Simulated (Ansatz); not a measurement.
# How K(110) screens a field, part 2 of 2

Aim: image plane and induced charge of K(110).

Ansatz 0.2.0; plane-wave DFT, PBE, Ansatz PAW.

So far. Step 6 (Atoms held, field -0.1 V/Å): The dipole is -0.218 e·Å. Step 7 (Single point, field 0.15 V/Å): The dipole is 0.327 e·Å.

## Step 8: The response (continued)

Electrons, planar mean, per unit field. Table of induced electron density by z:

```csv
z (Å),induced electron density (e/Å³ per V/Å)
4.5,3.5e-4
5.0,6.1e-4
5.5,0.00104
6.0,0.00166
6.5,0.00228
7.0,0.00257
7.5,0.00226
8.0,0.00128
8.5,1.5e-4
9.0,-3.2e-4
9.5,-5.2e-4
10.0,-6.0e-4
10.5,-4.8e-4
11.0,-1.7e-4
11.5,1.3e-4
12.0,2.7e-4
12.5,2.2e-4
13.0,1.1e-4
13.5,1.6e-5
14.0,-5.9e-5
14.5,-1.0e-4
15.0,-9.5e-5
15.5,-4.2e-5
16.0,-5.7e-6
16.5,2.4e-6
17.0,1.3e-5
17.5,6.7e-5
18.0,1.0e-4
18.5,9.2e-5
19.0,2.7e-5
19.5,-4.3e-5
20.0,-1.7e-4
20.5,-2.5e-4
21.0,-2.4e-4
21.5,-1.5e-5
22.0,3.1e-4
22.5,5.7e-4
23.0,5.7e-4
23.5,4.7e-4
24.0,1.7e-4
24.5,-5.4e-4
25.0,-0.00177
25.5,-0.00247
26.0,-0.00251
26.5,-0.00205
27.0,-0.00138
27.5,-8.4e-4
28.0,-4.8e-4
28.5,-2.7e-4
```

By hand: between -0.03 and 0.03 V/Å the dipole changes by 0.1307 e·Å, a slope of 2.178 e·Å²/V. A perfect conductor of thickness t has p = ε₀AEt, so t = 180.95 × 2.178 / 19.341 = 20.37 Å (e/ε₀ = 180.95 V·Å, A in Å²). Less the 14.79 Å between the outer atoms, and halved, that puts each image plane 2.79 Å out.

The induced dipole is that of a conductor 20.38 Å thick.

## Step 9: Varying the input

This step: plane-wave DFT, PBE, Ansatz PAW (Ansatz 0.2.0).

An input spoilt on purpose, to show how the run answers: it repeats the earlier run at 0.03 V/Å with crystal.lattice to [[6.98852547, -4.94163375, 0.0], [6.98852547, 4.94163375, 0.0], [0.0, 0.0, 61.96917169]], and scf.max_iter set to 50.

The cell differs from the one that the last finished run ended in (a 4.529 → 8.559 Å, b 4.529 → 8.559 Å, c 32.793 → 61.969 Å).

The input, input.yaml:

```yaml
crystal:
  lattice:
    - [6.98852547, -4.94163375, 0.0]
    - [6.98852547, 4.94163375, 0.0]
    - [0.0, 0.0, 61.96917169]
  atoms:
    - { symbol: K, position: [0.0, 0.0, 0.2744515448] }
    - { symbol: K, position: [0.5, 0.5, 0.3872257724] }
    - { symbol: K, position: [0.0, 0.0, 0.5] }
    - { symbol: K, position: [0.5, 0.5, 0.6127742276] }
    - { symbol: K, position: [0.0, 0.0, 0.7255484552] }
kpoints:
  mp_grid: { grid: [12, 12, 1] }
hamiltonian:
  xc: pbe
scf:
  occupations: { method: fermi_dirac, width: 0.1 }
  convergence: { dr2_threshold: 1.0e-10 }
  max_iter: 50
efield:
  axis: 3
  dipole_correction: true
  ramp_position: 0.97
  ramp_width: 0.06
  amplitude: 0.03
output:
  forces: true
  write_potential: true
  write_density: true
  volumetric_format: npy
```

Command:

```console
> ansatz run input.yaml --threads 2 --pin off --max-ram 3072MiB --backend cpu --events-out ev --progress --plain --runs-dir out
```

Log:

```text
Engine: ansatz 0.2.0, aarch64-unknown-linux-gnu
Pseudopotentials: kind: paw
Pseudopotential: K, paw, valence charge 9, recommended cutoff 420 eV (normal), K.paw.azcp
Functional definition: PBE
  parameter kappa = 0.804
  parameter beta = 0.066725
  exchange = pbe_x(kappa = kappa, mu = beta*pi^2/3)
  correlation = pbe_c(beta = beta)
name one with --spill-dir DIR, on a local disk that has 1000.8 MiB free on top of a fifth of its size, which is kept free (a 1 TiB disk: 205.78 GiB free)
with nothing else changed it takes a maximum of at least 3.38 GiB, with nothing to spare, and 3.72 GiB leaves up to a tenth: --max-ram 3.72GiB where that set the maximum, else more of the term that did, and with no share typed, where 3.72 GiB is over 0.88 of the host's memory or its container's limit, a share of 0.88 or more that holds the maximum too (--max-ram-frac F), where one does; The budget is ten elevenths of [...]
```

Elapsed: 7.2 s, on 2 threads of Arm Neoverse N1, shared host; peak memory 0.55 GiB; 8.2 s of CPU time.

The input was rejected at the start.

The fault put into the input: a lattice typed in bohr.

## Step 10: A changed input: scf.eigensolver.kind = "davidson"

Another changed input: it repeats the earlier run at 0.03 V/Å with scf.eigensolver.kind to davidson.

Edit input.yaml of step 9 so:

```diff
@@ -2,5 +2,5 @@
   lattice:
-    - [6.98852547, -4.94163375, 0.0]
-    - [6.98852547, 4.94163375, 0.0]
-    - [0.0, 0.0, 61.96917169]
+    - [3.6981684656, -2.615, 0.0]
+    - [3.6981684656, 2.615, 0.0]
+    - [0.0, 0.0, 32.7926738624]
   atoms:
@@ -18,3 +18,3 @@
   convergence: { dr2_threshold: 1.0e-10 }
-  max_iter: 50
+  eigensolver: { kind: davidson }
 efield:
```

Log:

```text
[...]
Crystal: 5 atoms, lattice volume = 634.257 Å³
Basis set: ecut = 420 eV, 12473 PW (Γ), exchange–correlation on 64×64×450 points (8 copies of the dense FFT grid, shifted against one another)
Bands: 28, of which v1, the nominal top of the filled ones, is band 23 counted from 1 (22 counted from 0)
Symmetry: 4 space group operations
k-points: 43 of 144
[...]
SCF iter  12: F=-7688.722457 eV  HF=-7688.722457 eV  |F-HF|=9.28e-11  |Δ(HF+E_count)|=  7.70e-10  Δρ=5.28e-8  dr2=2.19e-11  ethr=1.00e-12  p=0.065 e·Å  D=1.86e-2 V/Å  ΔV_dip=-0.61 eV  dr2_dipole=7.53e-14  V_vac-E_F(+/−)=2.53/2.24 eV  ⟨swp⟩=6.9  Hψ=3134  notcnv=0
SCF 1 converged in 12 iterations: F = -7688.722457 eV  dr2 = 2.19e-11
  Residual-converged pass: ⟨swp⟩=7.5  Hψ=5674  notcnv=0  max |occ|·‖R‖ = 9.9e-9 eV (tolerance 1.0e-8 eV)  dr2=2.18e-11  dr2_onsite=1.19e-12  max |Δocc| = 7.4e-8
[...]
SCF converged after 12 iterations
Free energy (F): -7688.722457 eV
[...]
Internal energy: -7688.584722 eV  (E = F + TS)
E sigma→0 (E₀):  -7688.653589 eV
Entropy (-TS):   -0.137735 eV (-27.547 meV/atom)
Fermi energy:    0.066974 eV
Dipole field:    D = 0.018638 V/Å  (p = 0.065329 e·Å, saw-weighted, corrected)
Work function:   not extracted (applied field tilts the vacuum); planar V_es + V_field profile in the machine report
[...]
--- Forces (eV/Å), atoms counted from 1 ---
  atom   1  K      0.00000000     0.00000000    -0.00399706
  atom   2  K      0.00000000     0.00000000    -0.00906461
  atom   3  K      0.00000000     0.00000000     0.00003255
  atom   4  K      0.00000000     0.00000000     0.00950145
  atom   5  K      0.00000000     0.00000000     0.00352957
  max |Σ_I F_I| component: 1.90e-6 eV/Å
--- Band table (eV; the first three rows and the last of 43) ---
  k-point 0: bands = [... 19 lower, -15.4926, -2.0414, -1.7830, -1.3489, -0.7642, -0.0904, 0.7167, 1.2177, ... 1 higher]
  k-point 1: bands = [... 19 lower, -15.4941, -1.9754, -1.7181, -1.2854, -0.7023, -0.0299, 0.7555, 1.2691, ... 1 higher]
  k-point 2: bands = [... 19 lower, -15.4952, -1.7799, -1.5258, -1.0976, -0.5194, 0.1480, 0.8712, 1.4185, ... 1 higher]
  k-point 42: bands = [... 19 lower, -15.4972, 0.6025, 0.8089, 0.8613, 0.9363, 1.1679, 1.2469, 1.4860, ... 1 higher]
```

The job ended after 2.4 min (2 threads; peak memory 0.81 GiB).

Numbers from this step:

```
energy at zero smearing : -7688.6536 eV
dipole along the normal : 0.06533 e·Å
```

```
                     quantity  this run  earlier run  difference
dipole along the normal (e·Å)   0.06533      0.06533      4.9e-7
```

The dipole moves by under 0.5 % or 5e-5 e·Å. The run took 12 SCF cycles against 11.

## Step 11: Summary of results

```yaml
work_function: 2.40 eV
image_plane_upper_face: 2.87 Å
induced_electrons_on_the_upper_face_over_eps_0e: -0.984
equivalent_conductor_thickness_p_eps_0ae: 20.4 Å
inner_field_over_outer_field: 0.00109
```

What this shows: The induced charge has its centre 2.87 Å outside the outermost atoms; this is the plane from which a capacitor's gap or an image potential counts. The equivalent conductor thickness exceeds the distance between the outer atoms by 5.59 Å, about the sum of the two image-plane distances. In the middle of the slab the field is screened to under 0.5 % of its outer value. The atoms are held at bulk positions with the tabulated experimental lattice constant.

[Long decimals in the printed logs are rounded to 6 places.]

[Logs are printed without paths, hosts, clocks, repeated set-up lines and the standing remarks that a program may print on its own settings, such as how far it seeks lower states.]

[Hosts, paths, dates, database ids (printed as entryN), source tags and the programs' standing remarks are cut or masked in the printed files.]

[Maps of the electrostatic potential energy from Ansatz leave out the sawtooth potential of an applied field or a dipole correction, so their vacuum need not be flat; planar profiles and work functions include it.]
